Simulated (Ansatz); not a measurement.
**3-layer Al2SSe (AB) in a perpendicular field**

Wanted: the out-of-plane response of the 3-layer Al2SSe (AB). A positive field points along +c.

Method: plane-wave DFT, PBE-D3(BJ), Ansatz PAW, in the first sound run; inputs show where later runs differ, in Ansatz 0.2.0.

### 1. Set-up

The cell holds 12 atoms: 3 Se, 6 Al and 3 S. Its edges and angles: a = 3.689 Å, b = 3.689 Å, c = 69.953 Å, α = 90.0°, β = 90.0°, γ = 120.0°. Regions: layer 1: Al2SSe, 4 atoms (1 Se, 2 Al and 1 S); layer 2: Al2SSe, 4 atoms (1 Se, 2 Al and 1 S); layer 3: Al2SSe, 4 atoms (1 Se, 2 Al and 1 S). Vacuum lies along c.

### 2. Relaxation

The starting cell is a guess, so the in-plane lattice and the atoms are relaxed first, with the slab cut off from its images along the normal.

input.yaml

```yaml
crystal:
  lattice:
    - [3.6894, 0.0, 0.0]
    - [-1.8447, 3.1951141247, 0.0]
    - [0.0, 0.0, 69.9526250627]
  atoms:
    - { symbol: Se, position: [0.3333333333, 0.6666666667, 0.360958577] }
    - { symbol: Al, position: [0.0, 0.0, 0.3779717472] }
    - { symbol: Al, position: [0.0, 0.0, 0.412566589] }
    - { symbol: S, position: [0.3333333333, 0.6666666667, 0.4245855677] }
    - { symbol: Se, position: [0.6666666667, 0.3333333333, 0.4681865047] }
    - { symbol: Al, position: [0.3333333333, 0.6666666667, 0.4851996748] }
    - { symbol: Al, position: [0.3333333333, 0.6666666667, 0.5197945167] }
    - { symbol: S, position: [0.6666666667, 0.3333333333, 0.5318134953] }
    - { symbol: Se, position: [0.3333333333, 0.6666666667, 0.5754144323] }
    - { symbol: Al, position: [0.0, 0.0, 0.5924276024] }
    - { symbol: Al, position: [0.0, 0.0, 0.6270224443] }
    - { symbol: S, position: [0.3333333333, 0.6666666667, 0.639041423] }
  periodic: [true, true, false]
kpoints:
  mp_grid: { grid: [12, 12, 1] }
hamiltonian:
  xc: pbe
  dispersion: d3bj
scf:
  occupations: { method: fermi_dirac, width: 0.05 }
  convergence: { dr2_threshold: 1.0e-09 }
relax:
  f_tol: 0.004
  max_steps: 90
  cell: {}
output:
  write_potential: true
  write_density: true
  volumetric_format: npy
```

Command:

```console
ansatz run input.yaml --threads 4 --pin off --max-ram 12288MiB --backend cpu --events-out ev --progress --plain --runs-dir out
```

Numbers of over 12 decimals in the logs are rounded to 6 here.

Log:

```text
Warning: relax.cell: scf.convergence.dr2_threshold = 1e-9 eV is looser than the 1.38335367603e-10 eV advised for a relaxation that steers and ends on the stress (1e-10 eV for each atom of the cell: 12, times the square of relax.cell.stress_2d_tol = 0.05 N/m over 29.5 Å (the atoms' height at the walk's start and 5 Å past either face), 1.698e-2 GPa, over a crystal's default 0.05). What an SCF threshold leaves in a stress goes as its square root, and in the free energy as the threshold itself, and one threshold admits the most on a small cell: [figures from the program's tests cut] Set scf.convergence.dr2_threshold to 1.38335367603e-10 eV or tighter. [rest of the remark cut]
Engine: ansatz 0.2.0, aarch64-unknown-linux-gnu
Pseudopotentials: kind: paw
Pseudopotential: Se, paw, valence charge 16, recommended cutoff 420 eV (normal), Se.paw.azcp
Pseudopotential: Al, paw, valence charge 3, recommended cutoff 420 eV (normal), Al.paw.azcp
Pseudopotential: S, paw, valence charge 6, recommended cutoff 420 eV (normal), S.paw.azcp
Functional definition: PBE
  parameter kappa = 0.804
  parameter beta = 0.066725
  exchange = pbe_x(kappa = kappa, mu = beta*pi^2/3)
  correlation = pbe_c(beta = beta)
Crystal: 12 atoms, lattice volume = 824.605 Å³
Basis set: ecut = 420 eV, 16121 PW (Γ), exchange–correlation on 50×50×960 points (8 copies of the dense FFT grid, shifted against one another)
Bands: 54, of which v1, the nominal top of the filled ones, is band 42 counted from 1 (41 counted from 0)
Symmetry: 6 space group operations
Space group: P3m1 (ITA 156), of the structure as read, at distance tolerance 9.4e-5 Å
k-points: 19 of 144 (time reversal used)
Non-local potential: Se, projectors of the file, l = 0: 2, l = 1: 2, l = 2: 3, l = 3: 1
Non-local potential: Al, projectors of the file, l = 0: 2, l = 1: 2, l = 2: 1
Non-local potential: S, projectors of the file, l = 0: 2, l = 1: 2, l = 2: 2
PAW form: soft (Blöchl's): semilocal exchange-correlation on the pseudo side does not see the compensation charge
PAW one-centre angular grid: Se, 590 points (default); XC on 64 Gauss nodes
PAW one-centre angular grid: Al, 110 points (default); XC on 64 Gauss nodes
PAW one-centre angular grid: S, 110 points (default); XC on 64 Gauss nodes
Initial density: superposition of atomic densities (neutral atoms: chi_scale 0, normalization atom), corrected by the library's trained network
Initial wavefunctions: pseudopotential atomic-orbital guess
Functional: x = pbe(κ = 0.804, μ = 0.219515), c = pbe(β = 0.066725)
SCF iter   1: F=—  HF=-22350.263743 eV  |F-HF|=—  |Δ(HF+E_count)|=         —  Δρ=1.49e-3  dr2=8.12e-2  ethr=1.77e-3  ⟨swp⟩=12.4  Hψ=6224  notcnv=0  defer=20
preconditioner: auto → Resta (q_TF=auto, 1.865 Å⁻¹)  ε∞=2.1  [insulator: Δε(μ)=0.875 eV  Ē_g=9.264 eV  σ=0.050 eV  W_gap=1.00  n_scr=40 (ndim 8)  ℏωp=9.5 eV  f_vac=0.667  D(μ)=0.00/eV (n_scr^D=0)  ε∞_Penn≈2.1  vacuum switching on, ρ_ref=6.2e-3 e/Å³]
SCF iter   2: F=—  HF=-22350.241904 eV  |F-HF|=—  |Δ(HF+E_count)|=   2.18e-2  Δρ=6.56e-4  dr2=6.61e-3  ethr=9.67e-5  ⟨swp⟩=3.8  Hψ=2194  notcnv=0  defer=100
SCF iter   3: F=—  HF=-22350.241847 eV  |F-HF|=—  |Δ(HF+E_count)|=   5.70e-5  Δρ=3.23e-4  dr2=1.30e-3  ethr=7.86e-6  ⟨swp⟩=2.6  Hψ=1461  notcnv=0  defer=100
SCF iter   4: F=—  HF=-22350.242728 eV  |F-HF|=—  |Δ(HF+E_count)|=   8.81e-4  Δρ=1.84e-4  dr2=2.33e-3  ethr=1.55e-6  ⟨swp⟩=3.3  Hψ=1991  notcnv=0  defer=100
SCF iter   5: F=—  HF=-22350.242583 eV  |F-HF|=—  |Δ(HF+E_count)|=   1.45e-4  Δρ=6.87e-5  dr2=4.64e-5  ethr=1.55e-6  ⟨swp⟩=2.1  Hψ=1385  notcnv=0  defer=97
SCF iter   6: F=—  HF=-22350.242569 eV  |F-HF|=—  |Δ(HF+E_count)|=   1.35e-5  Δρ=2.89e-5  dr2=2.98e-5  ethr=5.52e-8  ⟨swp⟩=2.9  Hψ=1919  notcnv=0  defer=97
SCF iter   7: F=—  HF=-22350.242569 eV  |F-HF|=—  |Δ(HF+E_count)|=   6.52e-7  Δρ=1.07e-5  dr2=1.70e-6  ethr=3.54e-8  ⟨swp⟩=2.5  Hψ=1260  notcnv=0  defer=97
SCF iter   8: F=—  HF=-22350.242620 eV  |F-HF|=—  |Δ(HF+E_count)|=   5.17e-5  Δρ=5.12e-6  dr2=2.11e-7  ethr=2.03e-9  ⟨swp⟩=2.9  Hψ=1811  notcnv=0  defer=97
SCF iter   9: F=—  HF=-22350.242621 eV  |F-HF|=—  |Δ(HF+E_count)|=   4.62e-7  Δρ=1.51e-6  dr2=3.81e-8  ethr=2.51e-10  ⟨swp⟩=2.9  Hψ=1937  notcnv=0  defer=97
SCF iter  10: F=—  HF=-22350.242621 eV  |F-HF|=—  |Δ(HF+E_count)|=   2.58e-8  Δρ=6.59e-7  dr2=7.30e-9  ethr=4.53e-11  ⟨swp⟩=2.8  Hψ=2007  notcnv=0  defer=97
SCF iter  11: F=—  HF=-22350.242621 eV  |F-HF|=—  |Δ(HF+E_count)|=   8.61e-9  Δρ=2.38e-7  dr2=1.01e-9  ethr=8.69e-12  ⟨swp⟩=3.1  Hψ=1643  notcnv=0  defer=97
SCF iter  12: F=-22350.242621 eV  HF=-22350.242621 eV  |F-HF|=3.64e-10  |Δ(HF+E_count)|=   2.69e-9  Δρ=1.18e-7  dr2=8.81e-10  ethr=1.19e-12  ⟨swp⟩=10.4  Hψ=6352  notcnv=0
SCF 1 converged in 12 iterations: F = -22350.242621 eV  dr2 = 8.81e-10
  greatest PAW one-centre occupation: 1.000 electrons in one spin orbital (limit 2), on the Se atom at site 4 (counted from 0), in its partial waves of l = 2
relax step   1: F+E_penalty+E_count = -22350.24262074 eV  Δ(F+E_penalty+E_count) = +0.000e0 eV  max|allowed force component| = 1.211e0 eV/Å  Δτ_max = 0.0000 Å  P = +2.311 N/m  Ω = 824.605 Å³  fix = [c, alpha, beta]  reactions: c +0.000 N/m  (12 SCF iters, accepted)
Crystal: 12 atoms, lattice volume = 810.290 Å³
Basis set: ecut = 420 eV, 15653 PW (Γ), exchange–correlation on 50×50×960 points (8 copies of the dense FFT grid, shifted against one another)
Initial density: handed on by an earlier stage of this run
Initial wavefunctions: those handed on with the density
iter 1 solved again at ethr=4.35e-4 eV; its pass at ethr=3.10e-3 eV (dr2=3.65e-1 eV) is discarded
SCF iter   1: F=—  HF=-22350.774772 eV  |F-HF|=—  |Δ(HF+E_count)|=         —  Δρ=4.30e-3  dr2=3.48e-1  ethr=4.35e-4  ⟨swp⟩=4.0  Hψ=6484  notcnv=0  defer=1
preconditioner: auto → Resta (q_TF=auto, 1.870 Å⁻¹)  ε∞=2.1  [insulator: Δε(μ)=0.684 eV  Ē_g=9.222 eV  σ=0.050 eV  W_gap=1.00  n_scr=40 (ndim 8)  ℏωp=9.6 eV  f_vac=0.662  D(μ)=0.00/eV (n_scr^D=0)  ε∞_Penn≈2.1  vacuum switching on, ρ_ref=6.2e-3 e/Å³]
SCF iter   2: F=—  HF=-22350.724147 eV  |F-HF|=—  |Δ(HF+E_count)|=   5.06e-2  Δρ=2.19e-3  dr2=8.37e-2  ethr=4.14e-4  ⟨swp⟩=4.8  Hψ=2912  notcnv=0  defer=77
SCF iter   3: F=—  HF=-22350.715817 eV  |F-HF|=—  |Δ(HF+E_count)|=   8.33e-3  Δρ=1.21e-3  dr2=2.36e-2  ethr=9.97e-5  ⟨swp⟩=4.2  Hψ=2108  notcnv=0  defer=79
SCF iter   4: F=—  HF=-22350.715569 eV  |F-HF|=—  |Δ(HF+E_count)|=   2.47e-4  Δρ=7.16e-4  dr2=9.27e-3  ethr=2.81e-5  ⟨swp⟩=3.7  Hψ=1835  notcnv=0  defer=72
SCF iter   5: F=—  HF=-22350.714607 eV  |F-HF|=—  |Δ(HF+E_count)|=   9.62e-4  Δρ=2.27e-4  dr2=5.25e-4  ethr=1.10e-5  ⟨swp⟩=2.4  Hψ=1388  notcnv=0  defer=67
[...]
relax step   4: F+E_penalty+E_count = -22350.81705988 eV  Δ(F+E_penalty+E_count) = -3.502e-2 eV  max|allowed force component| = 1.190e-1 eV/Å  Δτ_max = 0.1982 Å  P = -0.214 N/m  Ω = 805.373 Å³  energy of the carried Pulay correction = +9.183e-4 eV  fix = [c, alpha, beta]  reactions: c -0.000 N/m  (12 SCF iters, accepted)
[...]
relax step   5: F+E_penalty+E_count = -22350.82584351 eV  Δ(F+E_penalty+E_count) = -8.784e-3 eV  max|allowed force component| = 4.155e-2 eV/Å  Δτ_max = 0.1488 Å  P = -0.054 N/m  Ω = 802.354 Å³  energy of the carried Pulay correction = +1.064e-3 eV  fix = [c, alpha, beta]  reactions: c -0.000 N/m  (12 SCF iters, accepted)
[...]
relax step   6: F+E_penalty+E_count = -22350.82680639 eV  Δ(F+E_penalty+E_count) = -9.629e-4 eV  max|allowed force component| = 2.466e-2 eV/Å  Δτ_max = 0.0628 Å  P = +0.010 N/m  Ω = 801.769 Å³  energy of the carried Pulay correction = +1.093e-3 eV  fix = [c, alpha, beta]  reactions: c +0.000 N/m  (11 SCF iters, accepted)
[...]
relax step   7: F+E_penalty+E_count = -22350.82704623 eV  Δ(F+E_penalty+E_count) = -2.398e-4 eV  max|allowed force component| = 4.008e-3 eV/Å  Δτ_max = 0.0170 Å  P = -0.011 N/m  Ω = 802.049 Å³  energy of the carried Pulay correction = +1.079e-3 eV  fix = [c, alpha, beta]  reactions: c -0.000 N/m  (9 SCF iters, accepted)
[...]
relax step   8: F+E_penalty+E_count = -22350.82704925 eV  Δ(F+E_penalty+E_count) = -3.023e-6 eV  max|allowed force component| = 1.034e-3 eV/Å  Δτ_max = 0.0015 Å  P = -0.007 N/m  Ω = 802.044 Å³  energy of the carried Pulay correction = +1.079e-3 eV  fix = [c, alpha, beta]  reactions: c -0.000 N/m  (7 SCF iters, accepted)
Initial wavefunctions: pseudopotential atomic-orbital guess (no wavefunctions were taken with the density)
iter 1 solved again at ethr=2.49e-7 eV; its pass at ethr=3.10e-3 eV (dr2=2.09e-4 eV) is discarded
SCF iter   1: F=—  HF=-22350.826151 eV  |F-HF|=—  |Δ(HF+E_count)|=         —  Δρ=8.11e-6  dr2=9.22e-8  ethr=2.49e-7  ⟨swp⟩=5.9  Hψ=10333  notcnv=0
eigensolver tolerance schedule: the retry pair's looser diagonalisation over-reported the residual by 2271.29 of it (diagonalisation noise at 0.22 of the residual, at the tolerance the schedule requests for it); recorded, not acted on — ethr = c·dr2/N_el stays at c = 1.0e-1
SCF iter   2: F=—  HF=-22350.826153 eV  |F-HF|=—  |Δ(HF+E_count)|=   1.88e-6  Δρ=4.19e-6  dr2=3.97e-8  ethr=1.10e-10  ⟨swp⟩=4.7  Hψ=3122  notcnv=0
SCF iter   3: F=—  HF=-22350.826153 eV  |F-HF|=—  |Δ(HF+E_count)|=   2.08e-7  Δρ=1.78e-6  dr2=1.12e-8  ethr=4.73e-11  ⟨swp⟩=2.2  Hψ=1534  notcnv=0
SCF iter   4: F=—  HF=-22350.826153 eV  |F-HF|=—  |Δ(HF+E_count)|=   3.91e-8  Δρ=5.01e-7  dr2=1.74e-9  ethr=1.34e-11  ⟨swp⟩=2.9  Hψ=1767  notcnv=0
SCF iter   5: F=-22350.826153 eV  HF=-22350.826153 eV  |F-HF|=4.07e-10  |Δ(HF+E_count)|=   2.79e-9  Δρ=1.49e-7  dr2=6.45e-10  ethr=1.19e-12  ⟨swp⟩=16.6  Hψ=7552  notcnv=0
SCF 9 converged in 5 iterations: F = -22350.826153 eV  dr2 = 6.45e-10
relax step   9: F+E_penalty+E_count = -22350.82615304 eV  Δ(F+E_penalty+E_count) = +8.962e-4 eV  max|allowed force component| = 1.009e-3 eV/Å  Δτ_max = 0.0000 Å  P = -0.023 N/m  Ω = 802.044 Å³  fix = [c, alpha, beta]  reactions: c -0.000 N/m  stress off target by 2.31e-2 N/m on what of the cell is left free  SCF on the basis re-selected at this cell (its energy is not comparable with the rows above)  (5 SCF iters)
basis re-selected at this cell: Δ(F+E_penalty+E_count) = +8.962e-4 eV, ΔP = -0.016 N/m vs the last step (what re-selecting the basis moved, of the pressure what is left beyond the Pulay correction that the steps carried, after the strain that the cell walked since its last selection, with what the two solves' SCF thresholds leave and, on support functions, any second-order correction that the steps lacked; it is no m [...]
SCF converged after 5 iterations
Free energy (F): -22350.826153 eV
Harris-Foulkes:  -22350.826153 eV  (|F-HF|=4.07e-10)
Internal energy: -22350.826153 eV  (E = F + TS)
E sigma→0 (E₀):  -22350.826153 eV
Entropy (-TS):   -0.000000 eV (-0.000 meV/atom)
Fermi energy:    -4.863812 eV
--- Per-component energies (eV) ---
  E_band       = -2165.212455
  E_kinetic    = 814.890671
  E_local      = -542702.726816  (includes V_loc(G=0)·N_el)
  E_nonlocal   = -1640.489245
  E_hartree    = 270735.706122
  E_xc         = -842.508368
  E_vxc        = -730.500195  (∫ρ·V_xc dr)
  E_paw        = -10337.995064  (= ΣΔE_a)
  E_vpaw       = 622.192241  (= ΣTr[D̂ρ^β])
  E_aug_tail   = -0.001766  (compensation charges beyond the density's cutoff)
  E_ewald      = 261625.357111
  E_disp       = -3.058797  (pairwise vdW)
  E_smearing   = -0.000000  (= −TS)
  E_closure    = 0.000000  (closes the sum)
  Σ components = -22350.826153   (vs F -22350.826153, Δ=0.00e0)
--- Forces (eV/Å), atoms counted from 1 ---
  atom   1  Se     0.00000000     0.00000000     0.00072479
  atom   2  Al     0.00000000    -0.00000000    -0.00100959
  atom   3  Al    -0.00000000    -0.00000000     0.00066807
  atom   4  S      0.00000000     0.00000000    -0.00047240
  atom   5  Se     0.00000000     0.00000000     0.00037052
  atom   6  Al     0.00000000    -0.00000000     0.00022388
  atom   7  Al     0.00000000    -0.00000000     0.00035182
  atom   8  S      0.00000000     0.00000000    -0.00092329
  atom   9  Se     0.00000000     0.00000000     0.00052967
  atom  10  Al     0.00000000    -0.00000000    -0.00085440
  atom  11  Al     0.00000000    -0.00000000     0.00049826
  atom  12  S      0.00000000     0.00000000    -0.00011321
  max |Σ_I F_I| component: 5.87e-6 eV/Å
--- 2D stress c σ (N/m, compression-positive) ---
       -0.023078      -0.000000       0.000000
        0.000000      -0.023078      -0.000000
        0.000000      -0.000000      -0.000000
  P = ½ c Tr σ = -0.0231 N/m
--- Band table (eV; the first three rows and the last of 19) ---
  k-point 0: bands = [... 38 lower, -6.2256, -6.2256, -6.1825, -5.6822, -2.9602, -2.7510, -2.5311, -1.9596, ... 8 higher]
  k-point 1: bands = [... 38 lower, -6.3906, -6.3371, -6.0787, -5.6613, -2.5714, -2.3934, -2.1868, -1.5747, ... 8 higher]
  k-point 2: bands = [... 38 lower, -6.6127, -6.3180, -6.0069, -5.6904, -2.2202, -2.0946, -2.0359, -1.8198, ... 8 higher]
  k-point 18: bands = [... 38 lower, -7.5550, -6.9076, -6.7869, -6.7769, -3.9954, -3.9644, -3.8718, -1.8832, ... 8 higher]
  the weakly bound empty levels are not read free of the cell's end (no_gap_told)
--- Relaxed structure (8 steps of the walk, 8 accepted, 1 SCFs on fresh bases) ---
  F+E_penalty+E_count = -22350.82615304 eV   max|allowed force component| = 1.009e-3 eV/Å   (the final SCF, on the basis selected at the relaxed cell)
  cell:  # Å, volume = 802.0444 Å³
    - [3.638580, -3.761464128809227e-18, 0]
    - [-1.819290, 3.151102, 0]
    - [0, 0, 69.9526250627]
  atoms:
    - { symbol: Se, position: [0.333333, 0.666667, 0.351704] }
    - { symbol: Al, position: [-1.2335811382928863e-17, -3.0839528462168923e-17, 0.369124] }
    - { symbol: Al, position: [-1.2335811382928862e-17, -3.0839528462168923e-17, 0.405847] }
    - { symbol: S, position: [0.333333, 0.666667, 0.420531] }
    - { symbol: Se, position: [0.666667, 0.333333, 0.466166] }
    - { symbol: Al, position: [0.333333, 0.666667, 0.483548] }
    - { symbol: Al, position: [0.333333, 0.666667, 0.520253] }
    - { symbol: S, position: [0.666667, 0.333333, 0.534923] }
    - { symbol: Se, position: [0.333333, 0.666667, 0.580638] }
    - { symbol: Al, position: [-1.2335811382928865e-17, -3.0839528462168923e-17, 0.598016] }
    - { symbol: Al, position: [-1.2335811382928865e-17, -3.0839528462168923e-17, 0.634750] }
    - { symbol: S, position: [0.333333, 0.666667, 0.649483] }
```

Wall time 3.6 min (4 threads of Arm Neoverse V2, shared host); peak memory 1.7 GiB.

Step by step:

```csv
step,energy less that of the first step (eV),largest force component (eV/Å),volume (Å³)
1,0.0000,1.2115,824.61
2,-0.4720,0.2532,810.29
3,-0.5394,0.1219,809.59
4,-0.5744,0.1190,805.37
5,-0.5832,0.0415,802.35
6,-0.5842,0.0247,801.77
7,-0.5844,0.0040,802.05
8,-0.5844,0.0010,802.04
9*,-0.5835,0.0010,802.04
```

Relaxation steps marked * repeat the geometry before them on a plane-wave basis chosen anew for their cell, so energy and pressure can jump there.

Forces are held to the 6 operations that the run works with; a distortion that breaks them can't arise in this run.

```csv
cell as run,before,after,change
a (Å),3.689,3.639,-1.4 %
b (Å),3.689,3.639,-1.4 %
```

The atoms that moved most (Å, along periodic axes as changes of fractional coordinates times the final cell, across vacuum about the mean position):

```csv
atom,dx,dy,dz,length
S12,0.000,0.000,0.730,0.730
Se1,0.000,0.000,-0.647,0.647
Al2,0.000,0.000,-0.619,0.619
Al11,0.000,0.000,0.541,0.541
Al3,0.000,0.000,-0.470,0.470
Al10,0.000,0.000,0.391,0.391
Se9,0.000,0.000,0.365,0.365
S4,0.000,0.000,-0.284,0.284
```

Final coordinates:

```cif
data_structure
_symmetry_space_group_name_H-M 'P 1'
_symmetry_Int_Tables_number 1
_cell_length_a 3.6386
_cell_length_b 3.6386
_cell_length_c 69.9526
_cell_angle_alpha 90.000
_cell_angle_beta 90.000
_cell_angle_gamma 120.000
_cell_volume 802.04
loop_
_atom_site_label
_atom_site_type_symbol
_atom_site_fract_x
_atom_site_fract_y
_atom_site_fract_z
_atom_site_occupancy
Se1 Se 0.33333 0.66667 0.35170 1
Al2 Al 0.00000 0.00000 0.36912 1
Al3 Al 0.00000 0.00000 0.40585 1
S4 S 0.33333 0.66667 0.42053 1
Se5 Se 0.66667 0.33333 0.46617 1
Al6 Al 0.33333 0.66667 0.48355 1
Al7 Al 0.33333 0.66667 0.52025 1
S8 S 0.66667 0.33333 0.53492 1
Se9 Se 0.33333 0.66667 0.58064 1
Al10 Al 0.00000 0.00000 0.59802 1
Al11 Al 0.00000 0.00000 0.63475 1
S12 S 0.33333 0.66667 0.64948 1
```

The lattice constant a goes from 3.689 to 3.639 Å.

[end of part 1 of 4]

[Logs are printed without paths, hosts, clocks, repeated set-up lines and the standing remarks that a program may print on its own settings, such as how far it seeks lower states.]

[Hosts, paths, dates, database ids (printed as entryN), source tags and the programs' standing remarks are cut or masked in the printed files.]

[Maps of the electrostatic potential energy from Ansatz leave out the sawtooth potential of an applied field or a dipole correction, so their vacuum need not be flat; planar profiles and work functions include it.]
